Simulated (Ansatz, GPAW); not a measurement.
# C/Nb(110) in an electric field

Aim: the dipole that a field along the normal induces in C/Nb(110).

Program: GPAW 26.7.0 and Ansatz 0.2.0. Level of theory: Ansatz plane waves; slab in vacuum with a dipole correction, relaxation, in the first sound run; inputs show where later runs differ. Results are calculated unless marked as measured.

### Step 1. Set-up

The cell holds 5 atoms: 4 Nb and 1 C. Its edges and angles: a = 2.858 Å, b = 2.858 Å, c = 22.801 Å, α = 90.0°, β = 90.0°, γ = 70.5°. Vacuum lies along c.

### Step 2. Relaxation

The atoms are relaxed first, since the surface dipole, and with it the work function, follows the positions of the outer layers. The lowest 2 atoms are held at bulk positions and keep their forces.

File input.yaml:

```yaml
crystal:
  lattice:
    - [2.3334523779, -1.65, 0.0]
    - [2.3334523779, 1.65, 0.0]
    - [0.0, 0.0, 22.800977027]
  atoms:
    - { symbol: Nb, position: [0.0, 0.0, 0.3070043881] }
    - { symbol: Nb, position: [0.5, 0.5, 0.4093444051] }
    - { symbol: Nb, position: [0.0, 0.0, 0.5116844222] }
    - { symbol: Nb, position: [0.5, 0.5, 0.6140244393] }
    - { symbol: C, position: [0.84, 0.84, 0.6929956119] }
kpoints:
  mp_grid: { grid: [12, 12, 1] }
hamiltonian:
  xc: pbe
scf:
  occupations: { method: fermi_dirac, width: 0.1 }
efield:
  axis: 3
  dipole_correction: true
  ramp_width: 0.05
relax:
  f_tol: 0.02
  max_steps: 60
  constraints: [{ sites: [0, 1] }]
output:
  write_potential: true
  write_density: true
  volumetric_format: npy
```

Launch:

```
ansatz run input.yaml --threads 4 --pin off --max-ram 8192MiB --backend cpu --events-out ev --progress --plain --runs-dir out
```

Numbers of over 12 decimals in the logs are rounded to 6 here.

Log:

```text
Engine: ansatz 0.2.0, x86_64-unknown-linux-gnu
Pseudopotentials: kind: paw
Pseudopotential: Nb, paw, valence charge 13, recommended cutoff 420 eV (normal), Nb.paw.azcp
Pseudopotential: C, paw, valence charge 4, recommended cutoff 420 eV (normal), C.paw.azcp
Functional definition: PBE
  parameter kappa = 0.804
  parameter beta = 0.066725
  exchange = pbe_x(kappa = kappa, mu = beta*pi^2/3)
  correlation = pbe_c(beta = beta)
Crystal: 5 atoms, lattice volume = 175.576 Å³
Basis set: ecut = 420 eV, 3459 PW (Γ), exchange–correlation on 40×40×320 points (8 copies of the dense FFT grid, shifted against one another)
Bands: 34, of which v1, the nominal top of the filled ones, is band 28 counted from 1 (27 counted from 0)
Symmetry: 2 space group operations
Space group: Cm (ITA 8), of the structure as read, at distance tolerance 5.6e-5 Å
k-points: 43 of 144 (time reversal used)
Non-local potential: Nb, projectors of the file, l = 0: 3, l = 1: 2, l = 2: 2, l = 3: 1
Non-local potential: C, projectors of the file, l = 0: 2, l = 1: 2, l = 2: 1
PAW form: soft (Blöchl's): semilocal exchange-correlation on the pseudo side does not see the compensation charge
PAW one-centre angular grid: Nb, 590 points (default); XC on 64 Gauss nodes
PAW one-centre angular grid: C, 110 points (default); XC on 64 Gauss nodes
Initial density: superposition of atomic densities (neutral atoms: chi_scale 0, normalization atom), corrected by the library's trained network
Initial wavefunctions: pseudopotential atomic-orbital guess
Functional: x = pbe(κ = 0.804, μ = 0.219515), c = pbe(β = 0.066725)
SCF iter   1: F=—  HF=-18455.062293 eV  |F-HF|=—  |Δ(HF+E_count)|=         —  Δρ=1.60e-2  dr2=6.99e0  ethr=1.77e-3  p=-0.117 e·Å  D=-1.21e-1 V/Å  ΔV_dip=2.75 eV  dr2_dipole=8.54e-3  V_vac-E_F(+/−)=7.69/4.94 eV  ⟨swp⟩=7.9  Hψ=7234  notcnv=0
efield: sawtooth ramp at fractional position 0.9750 (placed from the atoms, in the widest stretch of the axis that holds none; the zero of the levels goes with the place), width 0.0500; the density the first Hamiltonian is built on has a dipole p = -0.117 e·Å; the dipole correction subtracts the counter field D = -1.21e-1 V/Å, which shifts the + side's vacuum level by +2.75 eV against the − side's; the planar-averaged density in the ramp window peaks in size at 2.5e-5 e/Å³
preconditioner: auto → LDOS  [metal: Δε(μ)=0.002 eV  Ē_g=3.824 eV  σ=0.100 eV  W_gap=0.01  n_scr=16 (ndim 8)  ℏωp=13.7 eV  f_vac=0.464  D(μ)=4.92/eV (n_scr^D=16)  β→1.0]
SCF iter   2: F=—  HF=-18454.880859 eV  |F-HF|=—  |Δ(HF+E_count)|=   1.81e-1  Δρ=4.40e-3  dr2=3.66e-1  ethr=1.77e-3  p=-0.098 e·Å  D=-1.01e-1 V/Å  ΔV_dip=2.31 eV  dr2_dipole=4.90e-3  V_vac-E_F(+/−)=6.85/4.54 eV  ⟨swp⟩=2.3  Hψ=1988  notcnv=0
SCF iter   3: F=—  HF=-18454.875559 eV  |F-HF|=—  |Δ(HF+E_count)|=   5.30e-3  Δρ=1.01e-3  dr2=1.20e-2  ethr=6.54e-4  p=-0.099 e·Å  D=-1.02e-1 V/Å  ΔV_dip=2.32 eV  dr2_dipole=1.81e-4  V_vac-E_F(+/−)=6.91/4.59 eV  ⟨swp⟩=1.5  Hψ=1489  notcnv=0
SCF iter   4: F=—  HF=-18454.875531 eV  |F-HF|=—  |Δ(HF+E_count)|=   2.84e-5  Δρ=2.57e-4  dr2=3.47e-4  ethr=2.15e-5  p=-0.099 e·Å  D=-1.02e-1 V/Å  ΔV_dip=2.32 eV  dr2_dipole=1.15e-4  V_vac-E_F(+/−)=6.88/4.57 eV  ⟨swp⟩=2.0  Hψ=1943  notcnv=0
SCF iter   5: F=—  HF=-18454.875544 eV  |F-HF|=—  |Δ(HF+E_count)|=   1.25e-5  Δρ=7.13e-5  dr2=1.58e-5  ethr=6.20e-7  p=-0.098 e·Å  D=-1.01e-1 V/Å  ΔV_dip=2.31 eV  dr2_dipole=4.38e-6  V_vac-E_F(+/−)=6.87/4.56 eV  ⟨swp⟩=2.0  Hψ=2063  notcnv=0
SCF iter   6: F=-18454.875547 eV  HF=-18454.875548 eV  |F-HF|=6.73e-7  |Δ(HF+E_count)|=   4.21e-6  Δρ=2.13e-5  dr2=1.80e-6  ethr=1.79e-8  p=-0.098 e·Å  D=-1.01e-1 V/Å  ΔV_dip=2.31 eV  dr2_dipole=1.87e-11  V_vac-E_F(+/−)=6.87/4.56 eV  ⟨swp⟩=13.0  Hψ=13897  notcnv=0
SCF 1 converged in 6 iterations: F = -18454.875547 eV  dr2 = 1.80e-6
  greatest PAW one-centre occupation: 0.998 electrons in one spin orbital (limit 2), on the Nb atom at site 1 (counted from 0), in its partial waves of l = 0
relax step   1: F+E_penalty+E_count = -18454.87554713 eV  Δ(F+E_penalty+E_count) = +0.000e0 eV  max|allowed force component| = 2.885e0 eV/Å  Δτ_max = 0.0000 Å  (6 SCF iters, dr2 threshold 1.00e-5 eV, accepted)
Initial density: handed on by an earlier stage of this run
Initial wavefunctions: those handed on with the density
SCF iter   1: F=—  HF=-18456.356979 eV  |F-HF|=—  |Δ(HF+E_count)|=         —  Δρ=3.33e-2  dr2=1.40e1  ethr=3.10e-3  p=-0.098 e·Å  D=-1.01e-1 V/Å  ΔV_dip=2.31 eV  dr2_dipole=4.63e0  V_vac-E_F(+/−)=6.92/4.61 eV  ⟨swp⟩=5.9  Hψ=4447  notcnv=0
efield: sawtooth ramp at fractional position 0.9750 (handed on by an earlier solve), width 0.0500; the density the first Hamiltonian is built on has a dipole p = -0.098 e·Å; the dipole correction subtracts the counter field D = -1.01e-1 V/Å, which shifts the + side's vacuum level by +2.31 eV against the − side's; the planar-averaged density in the ramp window peaks in size at 6.1e-6 e/Å³
preconditioner: auto → LDOS  [metal: Δε(μ)=0.018 eV  Ē_g=3.963 eV  σ=0.100 eV  W_gap=0.04  n_scr=16 (ndim 8)  ℏωp=13.7 eV  f_vac=0.469  D(μ)=6.04/eV (n_scr^D=46)  β→1.0]
SCF iter   2: F=—  HF=-18455.964940 eV  |F-HF|=—  |Δ(HF+E_count)|=   3.92e-1  Δρ=1.32e-2  dr2=8.65e-1  ethr=3.10e-3  p=-0.081 e·Å  D=-8.32e-2 V/Å  ΔV_dip=1.90 eV  dr2_dipole=3.17e-1  V_vac-E_F(+/−)=6.42/4.52 eV  ⟨swp⟩=2.1  Hψ=2582  notcnv=0
SCF iter   3: F=—  HF=-18455.922346 eV  |F-HF|=—  |Δ(HF+E_count)|=   4.26e-2  Δρ=5.56e-3  dr2=2.02e-1  ethr=1.54e-3  p=-0.086 e·Å  D=-8.82e-2 V/Å  ΔV_dip=2.01 eV  dr2_dipole=4.13e-2  V_vac-E_F(+/−)=6.57/4.56 eV  ⟨swp⟩=2.1  Hψ=2382  notcnv=0
SCF iter   4: F=—  HF=-18455.902558 eV  |F-HF|=—  |Δ(HF+E_count)|=   1.98e-2  Δρ=1.04e-3  dr2=8.05e-3  ethr=3.60e-4  p=-0.079 e·Å  D=-8.19e-2 V/Å  ΔV_dip=1.87 eV  dr2_dipole=2.11e-3  V_vac-E_F(+/−)=6.42/4.55 eV  ⟨swp⟩=2.0  Hψ=2310  notcnv=0
SCF iter   5: F=—  HF=-18455.902027 eV  |F-HF|=—  |Δ(HF+E_count)|=   5.31e-4  Δρ=4.14e-4  dr2=1.02e-3  ethr=1.44e-5  p=-0.077 e·Å  D=-7.96e-2 V/Å  ΔV_dip=1.82 eV  dr2_dipole=6.22e-5  V_vac-E_F(+/−)=6.36/4.54 eV  ⟨swp⟩=2.0  Hψ=1984  notcnv=0
SCF iter   6: F=—  HF=-18455.901925 eV  |F-HF|=—  |Δ(HF+E_count)|=   1.02e-4  Δρ=1.07e-4  dr2=4.96e-5  ethr=1.79e-7  p=-0.076 e·Å  D=-7.86e-2 V/Å  ΔV_dip=1.79 eV  dr2_dipole=8.54e-6  V_vac-E_F(+/−)=6.34/4.54 eV  ⟨swp⟩=12.9  Hψ=15953  notcnv=0
SCF iter   7: F=-18455.901917 eV  HF=-18455.901922 eV  |F-HF|=5.20e-6  |Δ(HF+E_count)|=   2.58e-6  Δρ=3.45e-5  dr2=5.61e-6  ethr=8.85e-8  p=-0.076 e·Å  D=-7.81e-2 V/Å  ΔV_dip=1.78 eV  dr2_dipole=1.20e-6  V_vac-E_F(+/−)=6.32/4.54 eV  ⟨swp⟩=13.1  Hψ=13986  notcnv=0
[...]
efield: sawtooth ramp at fractional position 0.9750 (handed on by an earlier solve), width 0.0500; the density the first Hamiltonian is built on has a dipole p = -0.076 e·Å; the dipole correction subtracts the counter field D = -7.81e-2 V/Å, which shifts the + side's vacuum level by +1.78 eV against the − side's; the planar-averaged density in the ramp window peaks in size at 6.9e-6 e/Å³
preconditioner: auto → LDOS  [metal: Δε(μ)=0.023 eV  Ē_g=4.249 eV  σ=0.100 eV  W_gap=0.06  n_scr=16 (ndim 8)  ℏωp=13.7 eV  f_vac=0.477  D(μ)=5.64/eV (n_scr^D=36)  β→1.0]
SCF iter   2: F=—  HF=-18456.793581 eV  |F-HF|=—  |Δ(HF+E_count)|=   4.47e-1  Δρ=1.19e-2  dr2=3.54e-1  ethr=3.10e-3  p=-0.072 e·Å  D=-7.45e-2 V/Å  ΔV_dip=1.70 eV  dr2_dipole=2.43e-2  V_vac-E_F(+/−)=6.21/4.51 eV  ⟨swp⟩=2.1  Hψ=2584  notcnv=0
SCF iter   3: F=—  HF=-18456.750146 eV  |F-HF|=—  |Δ(HF+E_count)|=   4.34e-2  Δρ=4.51e-3  dr2=1.59e-1  ethr=6.33e-4  p=-0.076 e·Å  D=-7.82e-2 V/Å  ΔV_dip=1.78 eV  dr2_dipole=3.75e-2  V_vac-E_F(+/−)=6.32/4.54 eV  ⟨swp⟩=2.6  Hψ=2794  notcnv=0
SCF iter   4: F=—  HF=-18456.735813 eV  |F-HF|=—  |Δ(HF+E_count)|=   1.43e-2  Δρ=1.22e-3  dr2=1.17e-2  ethr=2.84e-4  p=-0.076 e·Å  D=-7.81e-2 V/Å  ΔV_dip=1.78 eV  dr2_dipole=3.10e-3  V_vac-E_F(+/−)=6.31/4.53 eV  ⟨swp⟩=1.9  Hψ=1979  notcnv=0
SCF iter   5: F=—  HF=-18456.735015 eV  |F-HF|=—  |Δ(HF+E_count)|=   7.99e-4  Δρ=3.00e-4  dr2=5.52e-4  ethr=2.10e-5  p=-0.076 e·Å  D=-7.79e-2 V/Å  ΔV_dip=1.78 eV  dr2_dipole=7.07e-5  V_vac-E_F(+/−)=6.30/4.53 eV  ⟨swp⟩=2.0  Hψ=1916  notcnv=0
SCF iter   6: F=-18456.734979 eV  HF=-18456.734994 eV  |F-HF|=1.50e-5  |Δ(HF+E_count)|=   2.03e-5  Δρ=7.02e-5  dr2=2.21e-5  ethr=1.79e-7  p=-0.076 e·Å  D=-7.78e-2 V/Å  ΔV_dip=1.77 eV  dr2_dipole=4.45e-8  V_vac-E_F(+/−)=6.30/4.53 eV  ⟨swp⟩=12.5  Hψ=15319  notcnv=0
SCF 3 converged in 6 iterations: F = -18456.734979 eV  dr2 = 2.21e-5
relax step   3: F+E_penalty+E_count = -18456.73497931 eV  Δ(F+E_penalty+E_count) = -8.331e-1 eV  max|allowed force component| = 1.181e0 eV/Å  Δτ_max = 0.1950 Å  (6 SCF iters, dr2 threshold 1.00e-4 eV, accepted)
[...]
relax step   4: F+E_penalty+E_count = -18456.73351742 eV  Δ(F+E_penalty+E_count) = +1.462e-3 eV  max|allowed force component| = 1.455e0 eV/Å  Δτ_max = 0.1943 Å  (5 SCF iters, dr2 threshold 1.00e-4 eV, rejected (line search))
[...]
relax step   5: F+E_penalty+E_count = -18456.82426376 eV  Δ(F+E_penalty+E_count) = -8.928e-2 eV  max|allowed force component| = 1.408e-1 eV/Å  Δτ_max = 0.0944 Å  (7 SCF iters, accepted)
[...]
relax step   6: F+E_penalty+E_count = -18456.83706111 eV  Δ(F+E_penalty+E_count) = -1.280e-2 eV  max|allowed force component| = 8.570e-2 eV/Å  Δτ_max = 0.1000 Å  (6 SCF iters, dr2 threshold 1.24e-6 eV, accepted)
[...]
relax step   7: F+E_penalty+E_count = -18456.83867505 eV  Δ(F+E_penalty+E_count) = -1.614e-3 eV  max|allowed force component| = 9.526e-3 eV/Å  Δτ_max = 0.0350 Å  (6 SCF iters, dr2 threshold 4.59e-7 eV, accepted)
iter 1 solved again at ethr=1.20e-10 eV; its pass at ethr=3.10e-3 eV (dr2=6.73e-8 eV) is discarded
SCF iter   1: F=—  HF=-18456.838676 eV  |F-HF|=—  |Δ(HF+E_count)|=         —  Δρ=5.78e-6  dr2=6.73e-8  ethr=1.20e-10  p=-0.073 e·Å  D=-7.49e-2 V/Å  ΔV_dip=1.71 eV  dr2_dipole=1.02e-8  V_vac-E_F(+/−)=6.25/4.54 eV  ⟨swp⟩=1.2  Hψ=3974  notcnv=0
efield: sawtooth ramp at fractional position 0.9750 (handed on by an earlier solve), width 0.0500; the density the first Hamiltonian is built on has a dipole p = -0.073 e·Å; the dipole correction subtracts the counter field D = -7.49e-2 V/Å, which shifts the + side's vacuum level by +1.71 eV against the − side's; the planar-averaged density in the ramp window peaks in size at 6.9e-6 e/Å³
preconditioner: auto → LDOS  [metal: Δε(μ)=0.018 eV  Ē_g=4.183 eV  σ=0.100 eV  W_gap=0.04  n_scr=16 (ndim 8)  ℏωp=13.7 eV  f_vac=0.486  D(μ)=5.11/eV (n_scr^D=16)  β→1.0]
SCF iter   2: F=-18456.838675 eV  HF=-18456.838675 eV  |F-HF|=7.58e-9  |Δ(HF+E_count)|=   9.06e-7  Δρ=2.13e-6  dr2=2.56e-8  ethr=1.20e-10  p=-0.073 e·Å  D=-7.49e-2 V/Å  ΔV_dip=1.71 eV  dr2_dipole=9.66e-10  V_vac-E_F(+/−)=6.25/4.54 eV  ⟨swp⟩=10.4  Hψ=10955  notcnv=0
SCF 8 converged in 2 iterations: F = -18456.838675 eV  dr2 = 2.56e-8
relax step   8: F+E_penalty+E_count = -18456.83867509 eV  Δ(F+E_penalty+E_count) = -3.246e-8 eV  max|allowed force component| = 9.516e-3 eV/Å  Δτ_max = 0.0000 Å  (2 SCF iters, accepted)
NSCF: frozen V_eff on 43 k-points
the band table was solved once a step of the walk had ended and its energy, with any forces and stress, was formed, with the checks that follow a solve (7115 applications of the Hamiltonian). They found nothing against the state; the energy, forces and stress were not computed again (output.eigenvalues in the input reference)
WARN: The input density's exchange-correlation potential varies sharply where the density is thin. Do not read a vacuum level from v_tot or v_xc, or from such a field of the output density. On a cell that repeats whose density bears no net charge and no dipole along the vacuum's axis use v_es (v_loc + v_h of the components); under efield.dipole_correction with no amplitude use v_es + v_field, which holds any external [...]
SCF converged after 2 iterations
Free energy (F): -18456.838675 eV
Harris-Foulkes:  -18456.838675 eV  (|F-HF|=7.58e-9)
Internal energy: -18456.671530 eV  (E = F + TS)
E sigma→0 (E₀):  -18456.755103 eV
Entropy (-TS):   -0.167145 eV (-33.429 meV/atom)
Fermi energy:    4.779273 eV
Dipole field:    D = -0.074854 V/Å  (p = -0.072631 e·Å, saw-weighted, corrected)
Work function:   Φ+ = 6.2451 eV   Φ− = 4.5383 eV
Levels:          The Fermi level and band energies are counted from a zero that moves with the ramp; work functions are not
--- Per-component energies (eV) ---
  E_band       = -961.186968
  E_kinetic    = 1667.324045
  E_local      = -47095.520300  (includes V_loc(G=0)·N_el)
  E_nonlocal   = 508.278925
  E_hartree    = 22653.738880
  E_xc         = -749.207048
  E_vxc        = -909.855042  (∫ρ·V_xc dr)
  E_paw        = -12392.411133  (= ΣΔE_a)
  E_vpaw       = -436.754162  (= ΣTr[D̂ρ^β])
  E_aug_tail   = 0.000033  (compensation charges beyond the density's cutoff)
  E_efield     = 0.002718  (sawtooth field / dipole correction)
  E_vefield    = -2.138521  (∫n·V_field dr)
  E_ewald      = 16951.122350
  E_smearing   = -0.167145  (= −TS)
  E_closure    = 0.000000  (closes the sum)
  Σ components = -18456.838675   (vs F -18456.838675, Δ=0.00e0)
--- Forces (eV/Å), atoms counted from 1 ---
  atom   1  Nb     0.02379892     0.00000000     0.24712244
  atom   2  Nb    -0.02019955    -0.00000000    -0.23177756
  atom   3  Nb    -0.00075836    -0.00000000    -0.00633265
  atom   4  Nb    -0.00711305    -0.00000000    -0.00951641
  atom   5  C      0.00429554    -0.00000000     0.00048636
  max |Σ_I F_I| component: 2.35e-5 eV/Å
--- Band table (eV; the first three rows and the last of 43) ---
  k-point 0: bands = [... 24 lower, 3.7175, 3.8356, 4.4006, 4.6454, 4.9824, 5.4173, 5.8808, 6.0378, ... 2 higher]
  k-point 1: bands = [... 24 lower, 3.7502, 3.8728, 4.3394, 4.6538, 4.8910, 5.4144, 5.6694, 5.9925, ... 2 higher]
  k-point 2: bands = [... 24 lower, 3.6659, 3.9467, 4.0907, 4.4206, 4.8528, 4.9884, 5.6242, 6.3247, ... 2 higher]
  k-point 42: bands = [... 24 lower, 3.6189, 3.6874, 4.8785, 5.5600, 6.0455, 6.9717, 7.1226, 7.3818, ... 2 higher]
--- Relaxed structure (8 steps of the walk, 7 accepted, 0 SCFs on fresh bases) ---
  F+E_penalty+E_count = -18456.83867509 eV   max|allowed force component| = 9.516e-3 eV/Å
  atoms:
    - { symbol: Nb, position: [0.0, 0.0, 0.3070043881] }
    - { symbol: Nb, position: [0.500000, 0.500000, 0.4093444051] }
    - { symbol: Nb, position: [-0.00264139, -0.00264139, 0.511133] }
    - { symbol: Nb, position: [0.463946, 0.463946, 0.624493] }
    - { symbol: C, position: [0.842093, 0.842093, 0.667040] }
```

Elapsed: 30 s, on 4 threads of Intel Xeon Platinum 8488C (Sapphire Rapids), shared host; peak memory 0.7 GiB.

Step by step:

```csv
step,energy less that of the first step (eV),largest force component (eV/Å)
1,0.0000,2.8848
2,-1.0264,2.9003
3,-1.8594,1.1815
4,-1.8580,1.4546
5,-1.9487,0.1408
6,-1.9615,0.0857
7,-1.9631,0.0095
8,-1.9631,0.0095
```

Relaxation step 4 was tried and not accepted.

The run keeps the 2 symmetry operations that it works with, so distortions that break them were not tested.

The atoms that moved most (Å):

```csv
atom,dx,dy,dz,length
C5,0.010,0.000,-0.592,0.592
Nb4,-0.168,0.000,0.239,0.292
Nb3,-0.012,0.000,-0.013,0.018
```

Final coordinates:

```xyz
5
Lattice="2.3335 -1.6500 0.0000 2.3335 1.6500 0.0000 0.0000 0.0000 22.8010" Properties=species:S:1:pos:R:3
Nb    0.0000    0.0000    7.0000
Nb    2.3335    0.0000    9.3335
Nb   -0.0123    0.0000   11.6543
Nb    2.1652    0.0000   14.2391
C     3.9300    0.0000   15.2092
```

This step gave:

| Quantity | Value |
| --- | --- |
| free energy | -18456.8387 eV |
| smearing term TS | 0.1671 eV |
| symmetry operations | 2 |
| upper work function | 6.245 eV |
| lower work function | 4.538 eV |
| dipole along the normal | -0.07263 e·Å |
| dipole field | -0.07485 V/Å |
| vacuum level above | 11.02 eV |
| vacuum level below | 9.318 eV |

The electrostatic potential energy of an electron (with the applied field's), less the Fermi level, planar mean oscillates, so the rows of the table below give means over windows of 1 Å about each position, cut where the curve ends. Its maxima inside the range that stand out by 2 % of the span (Å: eV): 8.1: -1.21, 10.5: -1.35, 13.0: -0.00387, 22.1: 6.25. Its minima: 7.0: -21.8, 9.3: -21.5, 11.7: -21.6, 14.3: -22.2.

Table of electrostatic potential energy of an electron (with the applied field's), less the Fermi level, planar mean by z; means over each step:

z (Å), electrostatic potential energy of an electron (with the applied field's), less the Fermi level, planar mean (eV) and a bar from the least value:
```
        0        5.0 #############################
        1        4.5 ############################
        2        4.5 ############################
        3        4.5 ############################
        4        4.4 ############################
        5        3.7 ###########################
        6       -3.1 ###################
        7      -18.6 
        8       -4.4 #################
        9      -15.5 ####
       10       -9.3 ###########
       11       -9.6 ###########
       12      -15.3 ####
       13       -1.9 ####################
       14      -17.4 #
       15      -13.5 ######
       16        2.5 #########################
       17        6.1 ##############################
       18        6.2 ##############################
       19        6.2 ##############################
       20        6.2 ##############################
       21        6.2 ##############################
       22        6.2 ##############################
```

The valence density, planar mean oscillates, so the rows of the table below give means over windows of 2.42 Å about each position, cut where the curve ends. Its maxima inside the range that stand out by 2 % of the span (Å: e/Å³): 7.0: 1.29, 9.4: 1.28, 11.7: 1.29, 14.3: 1.35. Its minima: 8.1: 0.263, 10.5: 0.265, 13.0: 0.194.

Valence density, planar mean against z; means over each step:

```csv
z (Å),"valence density, planar mean (e/Å³)"
1.21,9.6e-6
3.63,0.00252
6.05,0.479
8.47,0.737
10.89,0.737
13.31,0.643
15.73,0.405
18.15,8.8e-4
20.57,0
```

The relaxation lowered the energy of the cell by 1.96 eV.

(Continued in part 2 of 2.)

[Logs are printed without paths, hosts, clocks, repeated set-up lines and the standing remarks that a program may print on its own settings, such as how far it seeks lower states.]

[Hosts, paths, dates, database ids (printed as entryN), source tags and the programs' standing remarks are cut or masked in the printed files.]
